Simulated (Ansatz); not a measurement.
# Quasi-harmonic thermodynamics of ZrC (Fm-3m)

Aim: the lattice, expansion, heat capacity and bulk modulus of ZrC as it warms.

Main program and level: Ansatz 0.2.0; DFT PBE+D3(BJ), scalar-relativistic, plane waves, PAW.

The database entry behind the starting cell differs from later determinations by our own check (an axis about 0.7 % long against later determinations), so it need not match the best structure at ambient conditions.

## (1) The structure

The structure is cubic, space group Fm-3m (No. 225). Conventional cell: a = 4.730 Å, b = 4.730 Å, c = 4.730 Å, α = 90.00°, β = 90.00°, γ = 90.00°. Nearest to Zr lie 6 C at 2.37 Å. C has 6 Zr at 2.37 Å nearest. Farther neighbours are not listed.

## (2) Probe on a coarse mesh

Before spending time, one coarse run tells the gap and the pressure of the starting cell.

Contents of input.yaml:

```yaml
crystal:
  lattice:
    - [0.0, 2.365, 2.365]
    - [2.365, 0.0, 2.365]
    - [2.365, 2.365, 0.0]
  atoms:
    - { symbol: Zr, position: [0.5, 0.5, 0.5] }
    - { symbol: C, position: [0.0, 0.0, 0.0] }
kpoints:
  mp_grid: { grid: [6, 6, 6] }
hamiltonian:
  xc: pbe
  dispersion: d3bj
scf:
  occupations: { method: gaussian, width: 0.1 }
output:
  forces: true
  stress: true
  eigenvalues: true
```

Started as:

```sh
$ ansatz run input.yaml --threads 4 --pin off --max-ram 8192MiB --backend cpu --events-out ev --progress --plain --runs-dir out
```

Numbers of over 12 decimals in the logs are rounded to 6 here.

The log of the run:

```text
Engine: ansatz 0.2.0, aarch64-unknown-linux-gnu
Pseudopotentials: kind: paw
Pseudopotential: Zr, paw, valence charge 12, recommended cutoff 420 eV (normal), Zr.paw.azcp
Pseudopotential: C, paw, valence charge 4, recommended cutoff 420 eV (normal), C.paw.azcp
Functional definition: PBE
  parameter kappa = 0.804
  parameter beta = 0.066725
  exchange = pbe_x(kappa = kappa, mu = beta*pi^2/3)
  correlation = pbe_c(beta = beta)
Crystal: 2 atoms, lattice volume = 26.456 Å³
Basis set: ecut = 420 eV, 531 PW (Γ), exchange–correlation on 48×48×48 points (8 copies of the dense FFT grid, shifted against one another)
Bands: 12, of which v1, the nominal top of the filled ones, is band 8 counted from 1 (7 counted from 0)
Symmetry: 48 space group operations
Space group: Fm-3m (ITA 225), of the structure as read, at distance tolerance 3.0e-5 Å
k-points: 16 of 216
Non-local potential: Zr, projectors of the file, l = 0: 3, l = 1: 2, l = 2: 2, l = 3: 2
Non-local potential: C, projectors of the file, l = 0: 2, l = 1: 2, l = 2: 1
PAW form: soft (Blöchl's): semilocal exchange-correlation on the pseudo side does not see the compensation charge
PAW one-centre angular grid: Zr, 590 points (default); XC on 64 Gauss nodes
PAW one-centre angular grid: C, 110 points (default); XC on 64 Gauss nodes
Initial density: superposition of atomic densities (neutral atoms: chi_scale 0, normalization atom), corrected by the library's trained network
Initial wavefunctions: pseudopotential atomic-orbital guess
Functional: x = pbe(κ = 0.804, μ = 0.219515), c = pbe(β = 0.066725)
SCF iter   1: F=—  HF=-4437.268236 eV  |F-HF|=—  |Δ(HF+E_count)|=         —  Δρ=2.34e-3  dr2=1.92e-3  ethr=1.77e-3  ⟨swp⟩=5.0  Hψ=964  notcnv=0
preconditioner: auto → none  [insulator: Δε(μ)=0.269 eV  Ē_g=17.928 eV  σ=0.100 eV  W_gap=0.94  n_scr=8 (ndim 8)  ℏωp=27.0 eV  f_vac=0.000  D(μ)=0.17/eV (n_scr^D=0)  ε∞_Penn≈3.3]
SCF iter   2: F=—  HF=-4437.267479 eV  |F-HF|=—  |Δ(HF+E_count)|=   7.57e-4  Δρ=7.51e-4  dr2=1.49e-4  ethr=1.20e-5  ⟨swp⟩=2.2  Hψ=395  notcnv=0
SCF iter   3: F=—  HF=-4437.267465 eV  |F-HF|=—  |Δ(HF+E_count)|=   1.40e-5  Δρ=1.58e-4  dr2=2.53e-6  ethr=9.32e-7  ⟨swp⟩=2.0  Hψ=237  notcnv=0
SCF iter   4: F=—  HF=-4437.267468 eV  |F-HF|=—  |Δ(HF+E_count)|=   2.23e-6  Δρ=3.52e-5  dr2=1.32e-7  ethr=1.58e-8  ⟨swp⟩=2.0  Hψ=308  notcnv=0
iter 5 did not close the SCF: its close was put off for the readings that it lacked (scf_convergence_deferred on its scf_iter line)
SCF iter   5: F=-4437.267468 eV  HF=-4437.267468 eV  |F-HF|=9.34e-10  |Δ(HF+E_count)|=   2.37e-8  Δρ=8.73e-6  dr2=8.50e-9  ethr=8.26e-10  ⟨swp⟩=2.8  Hψ=325  notcnv=0
SCF iter   6: F=-4437.267468 eV  HF=-4437.267468 eV  |F-HF|=5.28e-11  |Δ(HF+E_count)|=   1.49e-9  Δρ=6.90e-7  dr2=8.38e-11  ethr=5.31e-11  ⟨swp⟩=1.8  Hψ=601  notcnv=0
SCF 1 converged in 6 iterations: F = -4437.267468 eV  dr2 = 8.38e-11
  greatest PAW one-centre occupation: 0.995 electrons in one spin orbital (limit 2), on the Zr atom at site 0 (counted from 0), in its partial waves of l = 0
SCF converged after 6 iterations
Free energy (F): -4437.267468 eV
Harris-Foulkes:  -4437.267468 eV  (|F-HF|=5.28e-11)
Internal energy: -4437.266705 eV  (E = F + TS)
E sigma→0 (E₀):  -4437.267086 eV
Entropy (-TS):   -0.000762 eV (-0.381 meV/atom)
Fermi energy:    14.477401 eV
--- Per-component energies (eV) ---
  E_band       = -54.023114
  E_kinetic    = 421.352078
  E_local      = -604.484107  (includes V_loc(G=0)·N_el)
  E_nonlocal   = 104.283467
  E_hartree    = 181.212086
  E_xc         = -211.049765
  E_vxc        = -252.262705  (∫ρ·V_xc dr)
  E_paw        = -3051.932584  (= ΣΔE_a)
  E_vpaw       = -85.336262  (= ΣTr[D̂ρ^β])
  E_aug_tail   = 0.000038  (compensation charges beyond the density's cutoff)
  E_ewald      = -1275.863827
  E_disp       = -0.784093  (pairwise vdW)
  E_smearing   = -0.000762  (= −TS)
  E_closure    = 0.000000  (closes the sum)
  Σ components = -4437.267468   (vs F -4437.267468, Δ=0.00e0)
--- Forces (eV/Å), atoms counted from 1 ---
  atom   1  Zr     0.00000000    -0.00000000    -0.00000000
  atom   2  C     -0.00000000    -0.00000000    -0.00000000
  max |Σ_I F_I| component: 3.27e-29 eV/Å
--- Stress (GPa, compression-positive) ---
       -7.808459      -0.000000      -0.000000
       -0.000000      -7.808459       0.000000
       -0.000000      -0.000000      -7.808459
  P = ⅓ Tr σ = -7.8085 GPa (-78.085 kbar)
--- Band table (eV; the first three rows and the last of 16) ---
  k-point 0: bands = [... 4 lower, 3.3177, 15.4930, 15.4930, 15.4930, 15.6361, 15.6361, 15.6361, 17.3068]
  k-point 1: bands = [... 4 lower, 3.9024, 13.1541, 13.6925, 13.6925, 16.3864, 16.3864, 16.8105, 19.5990]
  k-point 2: bands = [... 4 lower, 5.2865, 10.6683, 12.2028, 12.2028, 17.8873, 17.8873, 17.9835, 22.7178]
  k-point 15: bands = [... 4 lower, 4.9698, 12.2887, 12.3216, 12.5122, 16.3753, 19.0544, 20.0810, 20.6679]
```

Elapsed: 0.25 s, on 4 threads of Arm Neoverse V2, shared host; peak memory 0.27 GiB.

Numbers from this step:

| Item | Value |
| --- | --- |
| pressure | -7.808 GPa |
| volume per atom | 13.23 Å³ |
| gap on the k-mesh | 0 eV |

The start is under -7.8 GPa at this level and looks like a metal on this mesh.

## (3) Finding the static equilibrium

Phonons are second derivatives about a minimum, so cell and atoms are relaxed first, inside the symmetry of the start.

input.yaml, the sections that differ from step 2:

```yaml
kpoints:
  mp_grid: { grid: [16, 16, 16] }
output:
  forces: true
  stress: true
  eigenvalues: true
  write_density: true
  write_potential: true
  elf: true
  volumetric_format: npy
relax:
  adjacent_minimum: "off"
  f_tol: 0.005
  max_steps: 80
  cell: { stress_tol: 0.05 }
# crystal, hamiltonian, scf: as in step 2
```

The log of the run:

```text
[...]
Crystal: 2 atoms, lattice volume = 26.456 Å³
Basis set: ecut = 420 eV, 531 PW (Γ), exchange–correlation on 48×48×48 points (8 copies of the dense FFT grid, shifted against one another)
Bands: 12, of which v1, the nominal top of the filled ones, is band 8 counted from 1 (7 counted from 0)
Symmetry: 48 space group operations
[...]
k-points: 145 of 4096
[...]
SCF iter   1: F=—  HF=-4437.277409 eV  |F-HF|=—  |Δ(HF+E_count)|=         —  Δρ=1.62e-3  dr2=7.37e-4  ethr=1.77e-3  ⟨swp⟩=5.0  Hψ=8718  notcnv=0
[...]
SCF iter   6: F=-4437.276908 eV  HF=-4437.276908 eV  |F-HF|=1.77e-9  |Δ(HF+E_count)|=   5.72e-9  Δρ=4.23e-6  dr2=2.63e-9  ethr=9.28e-11  ⟨swp⟩=5.2  Hψ=8812  notcnv=0
SCF 1 converged in 6 iterations: F = -4437.276908 eV  dr2 = 2.63e-9
[...]
relax step   1: F+E_penalty+E_count = -4437.27690752 eV  Δ(F+E_penalty+E_count) = +0.000e0 eV  max|allowed force component| = 2.245e-29 eV/Å  Δτ_max = 0.0000 Å  P = -7.886 GPa  Ω = 26.456 Å³  (6 SCF iters, dr2 threshold 1.00e-7 eV, accepted)
Crystal: 2 atoms, lattice volume = 24.641 Å³
[...]
iter 1 solved again at ethr=2.21e-4 eV; its pass at ethr=3.10e-3 eV (dr2=3.54e-2 eV) is discarded
[...]
SCF iter   6: F=-4437.280088 eV  HF=-4437.280088 eV  |F-HF|=5.55e-11  |Δ(HF+E_count)|=  5.61e-10  Δρ=7.63e-7  dr2=1.32e-10  ethr=4.27e-11  ⟨swp⟩=4.9  Hψ=8954  notcnv=0
SCF 2 converged in 6 iterations: F = -4437.280088 eV  dr2 = 1.32e-10
[...]
relax step   2: F+E_penalty+E_count = -4437.28008822 eV  Δ(F+E_penalty+E_count) = -3.181e-3 eV  max|allowed force component| = 4.865e-30 eV/Å  Δτ_max = 0.0000 Å  P = +8.712 GPa  Ω = 24.641 Å³  energy of the carried Pulay correction = +2.310e-3 eV  (6 SCF iters, dr2 threshold 2.00e-7 eV, accepted)
Crystal: 2 atoms, lattice volume = 25.561 Å³
[...]
SCF iter   6: F=-4437.301873 eV  HF=-4437.301873 eV  |F-HF|=1.18e-11  |Δ(HF+E_count)|=  4.37e-10  Δρ=3.17e-7  dr2=2.56e-11  ethr=4.21e-12  ⟨swp⟩=4.7  Hψ=8441  notcnv=0
SCF 3 converged in 6 iterations: F = -4437.301873 eV  dr2 = 2.56e-11
relax step   3: F+E_penalty+E_count = -4437.30187304 eV  Δ(F+E_penalty+E_count) = -2.178e-2 eV  max|allowed force component| = 8.513e-30 eV/Å  Δτ_max = 0.0000 Å  P = -0.439 GPa  Ω = 25.561 Å³  energy of the carried Pulay correction = +1.118e-3 eV  (6 SCF iters, dr2 threshold 2.00e-7 eV, accepted)
[...]
relax step   4: F+E_penalty+E_count = -4437.30199989 eV  Δ(F+E_penalty+E_count) = -1.268e-4 eV  max|allowed force component| = 2.184e-29 eV/Å  Δτ_max = 0.0000 Å  P = -0.004 GPa  Ω = 25.514 Å³  energy of the carried Pulay correction = +1.179e-3 eV  (6 SCF iters, dr2 threshold 2.00e-7 eV, accepted)
[...]
relax step   5: F+E_penalty+E_count = -4437.30098688 eV  Δ(F+E_penalty+E_count) = +1.013e-3 eV  max|allowed force component| = 1.338e-29 eV/Å  Δτ_max = 0.0000 Å  P = -0.065 GPa  Ω = 25.514 Å³  stress off target by 6.55e-2 GPa  SCF on the basis re-selected at this cell (its energy is not comparable with the rows above)  (8 SCF iters)
[...]
relax step   6: F+E_penalty+E_count = -4437.30099735 eV  Δ(F+E_penalty+E_count) = -1.047e-5 eV  max|allowed force component| = 1.193e-29 eV/Å  Δτ_max = 0.0000 Å  P = +0.000 GPa  Ω = 25.506 Å³  energy of the carried Pulay correction = +9.007e-6 eV  (7 SCF iters, accepted)
[...]
SCF iter   1: F=—  HF=-4437.300986 eV  |F-HF|=—  |Δ(HF+E_count)|=         —  Δρ=1.86e-6  dr2=6.43e-10  ethr=4.56e-8  ⟨swp⟩=3.1  Hψ=13731  notcnv=0
eigensolver tolerance schedule: the retry pair's looser diagonalisation over-reported the residual by 11351.11 of it (diagonalisation noise at 0.20 of the residual, at the tolerance the schedule requests for it); recorded, not acted on — ethr = c·dr2/N_el stays at c = 1.0e-1
[...]
SCF iter   2: F=—  HF=-4437.300987 eV  |F-HF|=—  |Δ(HF+E_count)|=   5.85e-7  Δρ=1.05e-6  dr2=1.91e-10  ethr=4.02e-12  ⟨swp⟩=3.0  Hψ=3767  notcnv=0
[...]
SCF iter   8: F=-4437.300987 eV  HF=-4437.300987 eV  |F-HF|=9.09e-13  |Δ(HF+E_count)|=  9.09e-13  Δρ=1.48e-9  dr2=5.66e-16  ethr=1.00e-12  ⟨swp⟩=2.8  Hψ=5482  notcnv=0
SCF 7 converged in 8 iterations: F = -4437.300987 eV  dr2 = 5.66e-16
relax step   7: F+E_penalty+E_count = -4437.30098659 eV  Δ(F+E_penalty+E_count) = +1.075e-5 eV  max|allowed force component| = 8.447e-30 eV/Å  Δτ_max = 0.0000 Å  P = -0.000 GPa  Ω = 25.506 Å³  stress off target by 1.49e-4 GPa  SCF on the basis re-selected at this cell (its energy is not comparable with the rows above)  (8 SCF iters)
[...]
SCF converged after 8 iterations
Free energy (F): -4437.300987 eV
[...]
Internal energy: -4437.299180 eV  (E = F + TS)
E sigma→0 (E₀):  -4437.300083 eV
Entropy (-TS):   -0.001806 eV (-0.903 meV/atom)
Fermi energy:    15.154117 eV
[...]
--- Stress (GPa, compression-positive) ---
       -0.000149      -0.000000      -0.000000
       -0.000000      -0.000149      -0.000000
       -0.000000      -0.000000      -0.000149
  P = ⅓ Tr σ = -0.0001 GPa (-0.001 kbar)
--- Band table (eV; the first three rows and the last of 145) ---
  k-point 0: bands = [... 4 lower, 3.7949, 16.1038, 16.1038, 16.1038, 16.2667, 16.2667, 16.2667, 18.0298]
  k-point 1: bands = [... 4 lower, 3.8870, 15.3532, 15.5532, 15.5532, 16.4843, 16.4843, 16.8130, 18.5511]
  k-point 2: bands = [... 4 lower, 4.1535, 14.3930, 14.7610, 14.7610, 16.7788, 16.7788, 17.2481, 19.6044]
  k-point 144: bands = [... 4 lower, 5.6656, 12.4848, 12.8165, 12.8165, 18.5024, 18.5024, 20.9676, 22.3724]
--- Relaxed structure (5 steps of the walk, 5 accepted, 2 SCFs on fresh bases) ---
  F+E_penalty+E_count = -4437.30098659 eV   max|allowed force component| = 8.447e-30 eV/Å   (the final SCF, on the basis selected at the relaxed cell)
  cell:  # Å, volume = 25.5064 Å³
    - [0, 2.336360, 2.336360]
    - [2.336360, 0, 2.336360]
    - [2.336360, 2.336360, 0]
  atoms:
    - { symbol: Zr, position: [0.5, 0.5, 0.5] }
    - { symbol: C, position: [0, 0, 0] }
```

It took 5 s on 4 threads; peak memory 0.37 GiB.

Relaxation path:

```
step  energy less that of the first step (eV)  largest force component (eV/Å)  pressure (GPa)  volume (Å³)
   1                                   0.0000                          0.0000           -7.89        26.46
   2                                  -0.0032                          0.0000            8.71        24.64
   3                                  -0.0250                          0.0000           -0.44        25.56
   4                                  -0.0251                          0.0000            0.00        25.51
  5*                                  -0.0241                          0.0000           -0.07        25.51
   6                                  -0.0241                          0.0000            0.00        25.51
  7*                                  -0.0241                          0.0000            0.00        25.51
```

Relaxation steps marked * repeat the geometry before them on a plane-wave basis chosen anew for their cell, so energy and pressure can jump there.

The run keeps the 48 symmetry operations that it works with, so distortions that break them were not tested.

```
conventional cell, symmetrised  before  after  change
                         a (Å)   4.730  4.673  -1.2 %
                         b (Å)   4.730  4.673  -1.2 %
                         c (Å)   4.730  4.673  -1.2 %
              volume (Å³/atom)   13.23  12.75  -3.6 %
```

Final coordinates:

```xyz
2
Lattice="0.0000 2.3364 2.3364 2.3364 0.0000 2.3364 2.3364 2.3364 0.0000" Properties=species:S:1:pos:R:3 pbc="T T T"
Zr    2.3364    2.3364    2.3364
C     0.0000    0.0000    0.0000
```

Numbers from this step:

* pressure: -1.49e-4 GPa
* volume per atom: 12.75 Å³

Electrostatic potential energy in the ac plane of the conventional cell at fractional y = 0.000, with atoms of Zr and C within 0.2 Å of it. With pseudopotentials it is smooth inside the atoms' cores, unlike the true potential.

Values in eV, 14 rows by 14 columns, each cell a mean:
```
-54 -23   9  11  -2 -34 -60 -64 -49 -16   7  12  -3 -42
 -9   5  14  14   6 -13 -34 -39 -25  -2  11  15  11  -3
 11  13  15  15  12   6  -2  -4   2   9  14  16  15  12
  6   9  12  15  15  14  11  11  12  15  15  14  11   7
-20 -10   4  12  15  14   9   6  12  15  15   9  -2 -16
-54 -39 -10   9  13   5 -23 -32  -8  12  12   2 -25 -49
-68 -54 -20   6  11  -9 -54 -66 -32   6  11  -4 -39 -64
-64 -49 -16   7  12  -3 -42 -54 -23   9  11  -2 -34 -60
-39 -25  -2  11  15  11  -3  -9   5  14  14   6 -13 -34
 -4   2   9  14  16  15  12  11  13  15  15  12   6  -2
 11  12  15  15  14  11   7   6   9  12  15  15  14  11
  6  12  15  15   9  -2 -16 -20 -10   4  12  15  14   9
-32  -8  12  12   2 -25 -49 -54 -39 -10   9  13   5 -23
-66 -32   6  11  -4 -39 -64 -68 -54 -20   6  11  -9 -54
```
Columns run along a (4.7 Å; values clipped at the 3rd and 97th percentile), rows up along c (4.7 Å), edges of the conventional cell, whose origin can differ from the input's. Atoms in or near the plane, at fractional coordinates: Zr at (0.50, 0.00), Zr at (0.00, 0.50), C at (0.00, 0.00), C at (0.50, 0.50).

ELF in the ac plane of the conventional cell at fractional y = 0.000, with atoms of Zr and C within 0.2 Å of it. It is the smooth field of the valence electrons, not physical close to the nuclei.

Ten even steps from '0' (0.13) to '9' (0.78), each cell a mean:
```
38934964972694
99821799930699
76510144200366
21001233321002
86105899972037
89616986993299
18827930693494
49726943893496
99306999982179
42003667651014
33210022100123
99720378610589
69932998961698
06934941882793
```
Columns run along a (4.7 Å), rows up along c (4.7 Å), edges of the conventional cell, whose origin can differ from the input's. Atoms in or near the plane, at fractional coordinates: Zr at (0.50, 0.00), Zr at (0.00, 0.50), C at (0.00, 0.00), C at (0.50, 0.50).

Valence density in the ac plane of the conventional cell at fractional y = 0.000, with atoms of Zr and C within 0.2 Å of it. It is the smooth field of the valence electrons, not physical close to the nuclei.

Values in e/Å³, 14 rows by 14 columns, each cell a mean:
```
1.7 1.4 0.7 0.4 0.8 2.8 4.0 3.8 3.7 1.6 0.5 0.5 1.1 1.6
1.2 0.9 0.5 0.3 0.4 1.4 2.8 3.1 2.1 0.8 0.3 0.4 0.7 1.1
0.6 0.4 0.3 0.2 0.2 0.4 0.8 1.0 0.6 0.3 0.2 0.2 0.4 0.5
0.5 0.4 0.2 0.2 0.2 0.3 0.4 0.5 0.4 0.2 0.2 0.2 0.3 0.5
1.9 1.2 0.4 0.2 0.3 0.5 0.7 0.8 0.6 0.4 0.2 0.3 0.8 1.6
3.9 3.1 1.2 0.4 0.4 0.9 1.4 1.5 1.2 0.6 0.4 0.6 2.1 3.7
3.2 3.9 1.9 0.5 0.6 1.2 1.7 1.7 1.5 0.8 0.5 1.0 3.1 3.8
3.8 3.7 1.6 0.5 0.5 1.1 1.6 1.7 1.4 0.7 0.4 0.8 2.8 4.0
3.1 2.1 0.8 0.3 0.4 0.7 1.1 1.2 0.9 0.5 0.3 0.4 1.4 2.8
1.0 0.6 0.3 0.2 0.2 0.4 0.5 0.6 0.4 0.3 0.2 0.2 0.4 0.8
0.5 0.4 0.2 0.2 0.2 0.3 0.5 0.5 0.4 0.2 0.2 0.2 0.3 0.4
0.8 0.6 0.4 0.2 0.3 0.8 1.6 1.9 1.2 0.4 0.2 0.3 0.5 0.7
1.5 1.2 0.6 0.4 0.6 2.1 3.7 3.9 3.1 1.2 0.4 0.4 0.9 1.4
1.7 1.5 0.8 0.5 1.0 3.1 3.8 3.2 3.9 1.9 0.5 0.6 1.2 1.7
```
Columns run along a (4.7 Å), rows up along c (4.7 Å), edges of the conventional cell, whose origin can differ from the input's. Atoms in or near the plane, at fractional coordinates: Zr at (0.50, 0.00), Zr at (0.00, 0.50), C at (0.00, 0.00), C at (0.50, 0.50).

The relaxation ends with a pressure of 0.00 GPa.

## (4) Tight relaxation

The thresholds are tightened for a last relaxation ahead of the phonons, and where mesh or smearing change with them the cell follows.

Contents of input.yaml:

```yaml
crystal:
  lattice:
    - [0.0, 2.3363599845, 2.3363599845]
    - [2.3363599845, 0.0, 2.3363599845]
    - [2.3363599845, 2.3363599845, 0.0]
  atoms:
    - { symbol: Zr, position: [0.5, 0.5, 0.5] }
    - { symbol: C, position: [0.0, 0.0, 0.0] }
kpoints:
  mp_grid: { grid: [16, 16, 16] }
hamiltonian:
  xc: pbe
  dispersion: d3bj
scf:
  occupations: { method: methfessel_paxton, width: 0.15 }
output:
  forces: true
  stress: true
  eigenvalues: true
relax:
  adjacent_minimum: "off"
  f_tol: 0.001
  max_steps: 60
  cell: { stress_tol: 0.01 }
```

The log of the run:

```text
[...]
Crystal: 2 atoms, lattice volume = 25.506 Å³
Basis set: ecut = 420 eV, 531 PW (Γ), exchange–correlation on 48×48×48 points (8 copies of the dense FFT grid, shifted against one another)
Bands: 12, of which v1, the nominal top of the filled ones, is band 8 counted from 1 (7 counted from 0)
Symmetry: 48 space group operations
[...]
k-points: 145 of 4096
[...]
k-point 144: bands = [... 4 lower, 5.6658, 12.4849, 12.8166, 12.8166, 18.5025, 18.5025, 20.9676, 22.3724]
--- Relaxed structure (1 steps of the walk, 1 accepted, 1 SCFs on fresh bases) ---
[...]
cell:  # Å, volume = 25.5064 Å³
    - [0.0, 2.3363599845, 2.3363599845]
    - [2.3363599845, 0.0, 2.3363599845]
    - [2.3363599845, 2.3363599845, 0.0]
  atoms:
    - { symbol: Zr, position: [0.5, 0.5, 0.5] }
    - { symbol: C, position: [0.0, 0.0, 0.0] }
[key lines of the parts left out:]
SCF converged after 5 iterations
Free energy (F): -4437.300207 eV
Fermi energy:    15.153462 eV
P = ⅓ Tr σ = -0.0024 GPa (-0.024 kbar)
```

The job ended after 1.4 s (4 threads; peak memory 0.36 GiB; 4.8 s of CPU time).

Little changed from the start: no atom moved by 0.005 Å and no cell edge by 0.1 %.

This step gave:

```yaml
pressure: -0.002432 GPa
```

The residual pressure is -0.0024 GPa, small enough for phonons.

(Continued in part 2 of 2.)

[Logs are printed without paths, hosts, clocks, repeated set-up lines and the standing remarks that a program may print on its own settings, such as how far it seeks lower states.]

[Hosts, paths, dates, database ids (printed as entryN), source tags and the programs' standing remarks are cut or masked in the printed files.]

[A step with changed settings may run another functional than the one named; its input shows which.]
